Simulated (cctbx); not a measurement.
# Symmetry from intensities

Cell: a = 11.0240 Å, b = 11.0870 Å, c = 7.4100 Å, α = 90.00°, β = 90.00°, γ = 90.00°. Expected content of the cell: Cr8 Cl20 Li4.

Simulated single-crystal data (cctbx): Cu Kα, λ = 1.54184 Å, to d = 0.8 Å, 95 % of the full sphere, strongest reflection 20000 counts, noise from counting, a 4 % proportional error and a noise floor of 2 counts (s.d.); no absorption, some extinction.

A first pass over the reflections prints:

```text
7042 reflections to d = 0.801 A
centring   violations  <I/sigma> of those
    A       2602 of  3528     10.0
    B       2696 of  3513     10.4
    C       2664 of  3505     10.2
    I       2405 of  3545      8.8
    R       3505 of  4716     10.0
    F       3981 of  5273     10.2
Laue class    unique    Rint  (classes that these axes allow; Friedel mates merged)
P -1             3692   0.033
P 1 2/m 1        1960   0.040
P 1 1 2/m        2005   0.040
P 2/m 1 1        1959   0.040
P m m m          1110   0.043
space group    extra absences  I>4sigma  <I/sigma>
P 2 2 2                 0          0         -  acentric
P 2 2 21               10          0       0.3  acentric
P 21 2 2               14          0      -0.3  acentric
P 2 21 2               12          0      -0.0  acentric
P 21 21 2              26          0      -0.2  acentric
P 2 21 21              22          0       0.1  acentric
P 21 2 21              24          0      -0.0  acentric
P 21 21 21             36          0      -0.0  acentric
P m m 2                 0          0         -  acentric
P 2 m m                 0          0         -  acentric
P m 2 m                 0          0         -  acentric
P m n 21              188          0      -0.0  acentric
P n m 21              188          0      -0.1  acentric
P 21 n m              188          0      -0.0  acentric
P n 21 m              188          0      -0.1  acentric
P n n 2               366          0      -0.1  acentric
P m m m                 0          0         -  centric
P n n m               366          0      -0.1  centric
P n m m :1            188          0      -0.1  centric
P n m m :2            188          0      -0.1  centric
P m n m :1            188          0      -0.0  centric
P m n m :2            188          0      -0.0  centric
Wilson B = 1.43 A^2   <|E^2-1|> = 0.912 (0.968 centric, 0.736 acentric)   E^2>4: 3.7 %
shell (A)         n   <I/sigma>
11.09 - 1.60    163     28.9
 1.60 - 1.27    145     25.6
 1.27 - 1.11    129     27.3
 1.11 - 1.01    140     22.2
 1.01 - 0.94    135     19.9
 0.94 - 0.88    134     19.2
 0.88 - 0.84    132     19.4
 0.84 - 0.80    132     18.2
```

Q: Read the symmetry from these tables.

Every centring test has many violations, so the lattice is primitive.

Rint stays low (0.033 to 0.043) up to P m m m, the highest class in these axes.

22 settings pass the absence test. The most absences obeyed, 366, belong to P n n 2 and P n n m, which absences can't tell apart.

⟨|E²−1|⟩ = 0.912 leans to a centrosymmetric structure. The Wilson B of 1.43 Å² means U ≈ 0.0181 Å².

The true group is Pnnm (no. 58), Laue class mmm, centrosymmetric. The tables only narrow the choice to the tied entries; cell content, site symmetry and trial solutions must settle it.

The model is made up (kin elements in a known structure type, no relaxation), so it says nothing on whether the phase exists.

[Logs are printed without paths, hosts, clocks, repeated set-up lines and the standing remarks that a program may print on its own settings, such as how far it seeks lower states.]
